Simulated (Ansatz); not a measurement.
# GaAs (F-43m): zone-centre modes under pressure, part 2 of 2

Aim: how do the optical modes of GaAs (F-43m) move with volume?

Ansatz 0.2.0; DFT PBE, scalar-relativistic, plane waves, PAW; PAW set soft_1.

So far, highest optical mode at the zone centre (no LO-TO term) (cm⁻¹): step 4 (modes at rest) 252.

### Step 5. Ground state of a member: 0.9 times the volume at rest

The cell is set to 0.9 times the volume at rest; symmetry leaves nothing else free, so this is a single point.

File input.yaml:

```yaml
crystal:
  lattice:
    - [0.0, 2.7738000457, 2.7738000457]
    - [2.7738000457, 0.0, 2.7738000457]
    - [2.7738000457, 2.7738000457, 0.0]
  atoms:
    - { symbol: Ga, position: [0.0, 0.0, 0.0] }
    - { symbol: As, position: [0.75, 0.75, 0.75] }
kpoints:
  mp_grid: { grid: [12, 12, 12] }
hamiltonian:
  xc: pbe
  pseudopotentials: { kind: paw, azcp: { folder: soft_1 } }
scf:
  occupations: { method: gaussian, width: 0.02 }
output:
  forces: true
  stress: true
  eigenvalues: true
```

Run with:

```sh
$ ansatz run input.yaml --threads 4 --pin off --max-ram 10240MiB --backend cpu --events-out ev --progress --plain --runs-dir out
```

Numbers of over 12 decimals in the logs are rounded to 6 here.

What it wrote:

```text
[...]
Crystal: 2 atoms, lattice volume = 42.683 Å³
Basis set: ecut = 420 eV, 869 PW (Γ), exchange–correlation on 54×54×54 points (8 copies of the dense FFT grid, shifted against one another)
Bands: 18, of which v1, the nominal top of the filled ones, is band 14 counted from 1 (13 counted from 0)
Symmetry: 24 space group operations
[...]
k-points: 72 of 1728 (time reversal used)
[...]
SCF iter   1: F=—  HF=-8639.851001 eV  |F-HF|=—  |Δ(HF+E_count)|=         —  Δρ=4.54e-2  dr2=5.03e-1  ethr=3.10e-3  ⟨swp⟩=6.0  Hψ=6400  notcnv=0
[...]
SCF iter   7: F=-8639.763098 eV  HF=-8639.763098 eV  |F-HF|=2.81e-8  |Δ(HF+E_count)|=   3.18e-7  Δρ=1.17e-5  dr2=3.68e-8  ethr=3.57e-10  ⟨swp⟩=6.4  Hψ=6813  notcnv=0
SCF 1 converged in 7 iterations: F = -8639.763098 eV  dr2 = 3.68e-8
[...]
SCF converged after 7 iterations
Free energy (F): -8639.763098 eV
[...]
Internal energy: -8639.763098 eV  (E = F + TS)
E sigma→0 (E₀):  -8639.763098 eV
Fermi energy:    9.182592 eV
[...]
--- Stress (GPa, compression-positive) ---
        8.208967       0.000000      -0.000000
        0.000000       8.208967       0.000000
       -0.000000       0.000000       8.208967
  P = ⅓ Tr σ = 8.2090 GPa (82.090 kbar)
--- Band table (eV; the first three rows and the last of 72) ---
  k-point 0: bands = [... 10 lower, -4.4450, 8.7057, 8.7057, 8.7057, 9.6590, 12.4590, 12.4590, 12.4590]
  k-point 1: bands = [... 10 lower, -4.3554, 7.5509, 8.5813, 8.5813, 10.3890, 12.6412, 12.6412, 12.6562]
  k-point 2: bands = [... 10 lower, -4.0953, 5.9700, 8.2914, 8.2914, 10.5816, 13.0437, 13.0437, 13.5839]
  k-point 71: bands = [... 10 lower, -1.6150, 1.8359, 4.8985, 5.0929, 13.4566, 13.5953, 14.3049, 14.7790]
```

The job ended after 1.2 s (4 threads of AMD EPYC 7B13 (Zen 3), shared host; peak memory 0.45 GiB).

Numbers from this step:

* pressure: 8.209 GPa
* gap on the k-mesh: 0.9534 eV
* volume per atom: 21.34 Å³

The forces vanish by symmetry, at a pressure of 8.21 GPa.

### Step 6. Modes of this member: 0.9 times the volume at rest

The zone-centre modes follow for 0.9 times the volume at rest.

Changes to input.yaml since step 5:

```diff
@@ -14,6 +14,6 @@
 scf:
-  occupations: { method: gaussian, width: 0.02 }
+  occupations: { method: fixed }
 output:
-  forces: true
-  stress: true
   eigenvalues: true
+phonons:
+  method: dfpt
```

What it wrote:

```text
[...]
Crystal: 2 atoms, lattice volume = 42.683 Å³
Basis set: ecut = 420 eV, 869 PW (Γ), exchange–correlation on 54×54×54 points (8 copies of the dense FFT grid, shifted against one another)
Bands: 18, of which v1, the nominal top of the filled ones, is band 14 counted from 1 (13 counted from 0)
Symmetry: 24 space group operations
k-points: 163 of 1728 (irreducible under 8 space group operations, time reversal used)
[...]
SCF iter   1: F=—  HF=-8639.850988 eV  |F-HF|=—  |Δ(HF+E_count)|=         —  Δρ=4.56e-2  dr2=5.06e-1  ethr=3.10e-3  ⟨swp⟩=4.8  Hψ=12934  notcnv=0  defer=298
[...]
SCF iter   9: F=-8639.763098 eV  HF=-8639.763098 eV  |F-HF|=2.07e-10  |Δ(HF+E_count)|=   2.48e-9  Δρ=5.15e-7  dr2=9.95e-11  ethr=1.00e-12  ⟨swp⟩=6.9  Hψ=20905  notcnv=0
SCF 1 converged in 9 iterations: F = -8639.763098 eV  dr2 = 9.95e-11
[...]
SCF converged after 9 iterations
Free energy (F): -8639.763098 eV
[...]
Internal energy: -8639.763098 eV  (E = F + TS)
E sigma→0 (E₀):  -8639.763098 eV
Fermi energy:    8.705744 eV
[...]
--- Band table (eV; the first three rows and the last of 163) ---
  k-point 0: bands = [... 10 lower, -4.4449, 8.7057, 8.7057, 8.7057, 9.6592, 12.4590, 12.4590, 12.4590]
  k-point 1: bands = [... 10 lower, -4.3554, 7.5510, 8.5814, 8.5814, 10.3891, 12.6412, 12.6412, 12.6562]
  k-point 2: bands = [... 10 lower, -4.0952, 5.9700, 8.2915, 8.2915, 10.5817, 13.0437, 13.0437, 13.5841]
  k-point 162: bands = [... 10 lower, -1.6150, 1.8360, 4.8985, 5.0929, 13.4568, 13.5954, 14.3050, 14.7792]
[...]
ASR residual: 2.465e-4 → 0.000e0 eV/Å²; symmetrization residual: 1.556e-6 eV/Å²
  ASR residual per site (eV/Å²): 1.54e-6 2.46e-4
  Γ frequencies (cm⁻¹): 0.00 0.00 0.00 285.94 285.94 285.94
[...]
```

The job ended after 9.4 s (4 threads; peak memory 0.75 GiB).

Numbers from this step:

| Quantity | Value |
| --- | --- |
| sum-rule residual before enforcement | 2.46e-4 eV/Å² |
| highest optical mode at the zone centre (no LO-TO term) | 285.9 cm⁻¹ |
| lowest optical zone-centre mode | 285.9 cm⁻¹ |

Without the LO-TO term. Patterns of degenerate modes are one choice out of their space. The modes at Γ (shares of kinetic energy by element, %):

| mode | frequency (cm⁻¹) | symmetry | Ga % | As % |
| --- | --- | --- | --- | --- |
| 1 | 0.0 | acoustic | 48 | 52 |
| 2 | 0.0 | acoustic | 48 | 52 |
| 3 | 0.0 | acoustic | 48 | 52 |
| 4 | 285.9 | T2 | 52 | 48 |
| 5 | 285.9 | T2 | 52 | 48 |
| 6 | 285.9 | T2 | 52 | 48 |

The optical mode without the LO-TO term lies at 285.9 cm⁻¹.

Between step 4 and this run (occupations fixed and volume ratio 0.9) the value for the highest optical mode at the zone centre (no LO-TO term) moves from 252 cm⁻¹ to 286 cm⁻¹ (+14 %).

### Step 7. Ground state of a member: 0.99 times the volume at rest

The cell is set to 0.99 times the volume at rest; symmetry leaves nothing else free, so this is a single point.

input.yaml, the sections that differ from step 6:

```yaml
crystal:
  lattice:
    - [0.0, 2.8633386314, 2.8633386314]
    - [2.8633386314, 0.0, 2.8633386314]
    - [2.8633386314, 2.8633386314, 0.0]
  atoms:
    - { symbol: Ga, position: [0.0, 0.0, 0.0] }
    - { symbol: As, position: [0.75, 0.75, 0.75] }
scf:
  occupations: { method: gaussian, width: 0.02 }
output:
  forces: true
  stress: true
  eigenvalues: true
# kpoints, hamiltonian: as in step 6
# phonons: removed
```

What it wrote:

```text
[...]
Crystal: 2 atoms, lattice volume = 46.951 Å³
Basis set: ecut = 420 eV, 941 PW (Γ), exchange–correlation on 60×60×60 points (8 copies of the dense FFT grid, shifted against one another)
Bands: 18, of which v1, the nominal top of the filled ones, is band 14 counted from 1 (13 counted from 0)
Symmetry: 24 space group operations
[...]
k-points: 72 of 1728 (time reversal used)
[...]
--- Band table (eV; the first three rows and the last of 72) ---
  k-point 0: bands = [... 10 lower, -5.0362, 7.4208, 7.4208, 7.4208, 7.6550, 11.1509, 11.1509, 11.1509]
  k-point 1: bands = [... 10 lower, -4.9589, 6.1565, 7.3145, 7.3145, 8.5802, 11.2817, 11.3109, 11.3109]
  k-point 2: bands = [... 10 lower, -4.7338, 4.7210, 7.0629, 7.0629, 8.9000, 11.6727, 11.6727, 11.9900]
  k-point 71: bands = [... 10 lower, -2.6539, 0.9605, 4.0685, 4.2605, 11.8645, 12.1243, 12.7145, 13.4550]
[key lines of the parts left out:]
SCF converged after 7 iterations
Free energy (F): -8639.872201 eV
Fermi energy:    7.538825 eV
P = ⅓ Tr σ = 0.6280 GPa (6.280 kbar)
```

It took 1.4 s on 4 threads; peak memory 0.46 GiB; 4.7 s of CPU time.

This step gave:

```yaml
pressure: 0.6280 GPa
gap_on_the_k_mesh: 0.2343 eV
volume_per_atom: 23.48 Å³
```

The forces vanish by symmetry, at a pressure of 0.63 GPa.

### Step 8. Zone-centre modes of the member: 0.99 times the volume at rest

The zone-centre modes follow for 0.99 times the volume at rest.

Changes to input.yaml since step 7:

```diff
@@ -16,4 +16,4 @@
 output:
-  forces: true
-  stress: true
   eigenvalues: true
+phonons:
+  method: dfpt
```

What it wrote:

```text
[...]
Crystal: 2 atoms, lattice volume = 46.951 Å³
Basis set: ecut = 420 eV, 941 PW (Γ), exchange–correlation on 60×60×60 points (8 copies of the dense FFT grid, shifted against one another)
Bands: 18, of which v1, the nominal top of the filled ones, is band 14 counted from 1 (13 counted from 0)
Symmetry: 24 space group operations
k-points: 163 of 1728 (irreducible under 8 space group operations, time reversal used)
[...]
k-point 1: bands = [... 10 lower, -4.9588, 6.1566, 7.3146, 7.3146, 8.5803, 11.2818, 11.3110, 11.3110]
  k-point 2: bands = [... 10 lower, -4.7337, 4.7211, 7.0630, 7.0630, 8.9001, 11.6728, 11.6728, 11.9901]
  k-point 162: bands = [... 10 lower, -2.6538, 0.9606, 4.0685, 4.2606, 11.8646, 12.1246, 12.7146, 13.4552]
[...]
ASR residual: 1.274e-5 → 0.000e0 eV/Å²; symmetrization residual: 1.099e-6 eV/Å²
  ASR residual per site (eV/Å²): 3.13e-6 1.27e-5
  Γ frequencies (cm⁻¹): 0.00 0.00 0.00 255.02 255.02 255.02
[...]
[key lines of the parts left out:]
SCF converged after 10 iterations
Free energy (F): -8639.872201 eV
Fermi energy:    7.538943 eV
```

Wall time 10 s (4 threads); peak memory 0.8 GiB.

Numbers from this step:

```yaml
gap_on_the_k_mesh: 0.2344 eV
sum_rule_residual_before_enforcement: 1.27e-5 eV/Å²
highest_optical_mode_at_the_zone_centre_no_lo_to_term: 255.0 cm⁻¹
lowest_optical_zone_centre_mode: 255.0 cm⁻¹
```

Without the LO-TO term. Patterns of degenerate modes are one choice out of their space. The modes at Γ (shares of kinetic energy by element, %):

| mode | frequency (cm⁻¹) | symmetry | Ga % | As % |
| --- | --- | --- | --- | --- |
| 1 | 0.0 | acoustic | 48 | 52 |
| 2 | 0.0 | acoustic | 48 | 52 |
| 3 | 0.0 | acoustic | 48 | 52 |
| 4 | 255.0 | T2 | 52 | 48 |
| 5 | 255.0 | T2 | 52 | 48 |
| 6 | 255.0 | T2 | 52 | 48 |

The optical mode without the LO-TO term lies at 255.0 cm⁻¹.

### Step 9. All members side by side

The members are set side by side, also those not shown above.

Each row is one cell with its response, relaxed at fixed volume as far as symmetry leaves anything free; energies are extrapolated to zero smearing, and E0 is that at rest; members with a gap under 0.05 eV are left out; shape and atoms are relaxed in each cell where symmetry leaves them free. State of the crystal along the series:

| volume ratio | V (Å³/atom) | pressure (GPa) | E - E0 (meV/atom) | gap on mesh (eV) |
| --- | --- | --- | --- | --- |
| 0.9 | 21.34 | 8.209 | 55.02 | 0.9534 |
| 0.92 | 21.82 | 6.174 | 33.79 | 0.7834 |
| 0.94 | 22.29 | 4.358 | 18.26 | 0.6194 |
| 0.96 | 22.76 | 2.737 | 7.799 | 0.4612 |
| 0.98 | 23.24 | 1.292 | 1.88 | 0.3085 |
| 0.99 | 23.48 | 0.628 | 0.464 | 0.2343 |
| 1 | 23.71 | 8.54e-4 | 0 | 0.1614 |

Each mode is tracked from rest by its pattern, and modes that stay within 0.3 cm⁻¹ of each other stand once; members with a gap under 0.05 eV are left out; shape and atoms are relaxed in each cell where symmetry leaves them free. Optical modes along the series:

```
V (Å³/atom)  mode 4 T2 (cm⁻¹)
      21.34             285.9
      21.82             278.6
      22.29             271.5
      22.76             264.7
      23.24             258.2
      23.48               255
      23.71             251.9
```

### Step 10. Summary of results

```json
{"members": "7", "highest optical mode at the zone centre (no LO-TO term), at rest": "251.9 cm⁻¹"}
```

What this shows: The series spans 0.0 to 8.2 GPa. One k mesh and one cutoff serve the ground states and modes of all volumes. At volume ratio 1.02, 1.04 and 1.06 the gap on the mesh is under 0.05 eV, where mesh and smearing no longer suit, so these members are left out. These are harmonic frequencies at zero temperature: anharmonic shifts, linewidths and thermal expansion are left out. Only the zone centre was solved, so an instability at another wavevector cannot show here.

[Logs are printed without paths, hosts, clocks, repeated set-up lines and the standing remarks that a program may print on its own settings, such as how far it seeks lower states.]

[Hosts, paths, dates, database ids (printed as entryN), source tags and the programs' standing remarks are cut or masked in the printed files.]
